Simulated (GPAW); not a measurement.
The Si K edge of atom 1 in SiO2 (Stishovite, P4_2/mnm), with 4 O at 1.76 Å and 2 O at 1.81 Å (octahedral, site symmetry mmm), was computed in 2 ways: full core hole (charged cell) and no core hole. Program and functional: GPAW, PBE, Gaussian full width 0.9 eV up to 4 eV, rising linearly to 3.5 eV at 25 eV; cells of 6 and 12 atoms (the run without a hole in the smaller).

Each run is counted from its own lowest empty level or Fermi level and scaled to a mean of 1 over its first 20 eV.

```
E (eV)  run 1  run 2
  -2.0   0.00   0.00
  -1.5   0.00   0.00
  -1.0   0.00   0.00
  -0.5   0.00   0.00
   0.0   0.01   0.00
   0.5   0.02   0.00
   1.0   0.07   0.02
   1.5   0.11   0.07
   2.0   0.10   0.21
   2.5   0.06   0.39
   3.0   0.46   0.57
   3.5   1.98   0.77
   4.0   3.22   1.07
   4.5   3.52   1.40
   5.0   3.98   1.64
   5.5   4.42   1.80
   6.0   3.83   2.00
   6.5   2.61   2.02
   7.0   1.70   2.00
   7.5   1.14   2.05
   8.0   0.94   2.18
   8.5   0.92   2.21
   9.0   0.88   2.09
   9.5   0.84   1.89
  10.0   0.80   1.63
  10.5   0.73   1.32
  11.0   0.65   1.04
  11.5   0.59   0.89
  12.0   0.52   0.86
  12.5   0.44   0.85
  13.0   0.40   0.84
  13.5   0.39   0.81
  14.0   0.39   0.75
  14.5   0.38   0.67
  15.0   0.37   0.58
  15.5   0.35   0.51
  16.0   0.34   0.48
  16.5   0.32   0.48
  17.0   0.32   0.51
  17.5   0.32   0.54
  18.0   0.34   0.56
  18.5   0.36   0.59
  19.0   0.39   0.62
  19.5   0.42   0.64
  20.0   0.43   0.64
  20.5   0.44   0.62
  21.0   0.44   0.59
  21.5   0.44   0.55
  22.0   0.43   0.52
  22.5   0.42   0.51
  23.0   0.42   0.51
  23.5   0.41   0.52
  24.0   0.42   0.53
  24.5   0.42   0.53
  25.0   0.43   0.52
  25.5   0.44   0.50
  26.0   0.45   0.48
  26.5   0.44   0.46
```

Which run is which?

Run 1: full core hole (charged cell) (area from −2 to 6 eV 10.0, main maxima 5.5 eV (4.42)). Run 2: no core hole (area from −2 to 6 eV 4.5, main maxima 8.3 eV (2.21) and 19.8 eV (0.65)). With each curve scaled to its own mean, the area from −2 to 6 eV with the hole is 10.0 against 4.5, and the centre of weight from −1 to 20 eV moves by -1.9 eV: the hole pulls the absorber's empty states down.

[Banner, clock and machine lines of the logs are left out without a mark of their own.]

[Logs are printed without paths, hosts, clocks, repeated set-up lines and the standing remarks that a program may print on its own settings, such as how far it seeks lower states.]

[Hosts, paths, dates, database ids (printed as entryN), source tags and the programs' standing remarks are cut or masked in the printed files.]

[Lists of maxima count a maximum above −3 eV only where it reaches 4 % of the highest in the window and stands out from its surroundings by 2 % of it (1.5 % where it reaches 55 %); shoulders and weaker maxima are passed over, and of the rest the first, up to two pre-edge ones and the few strongest are named.]
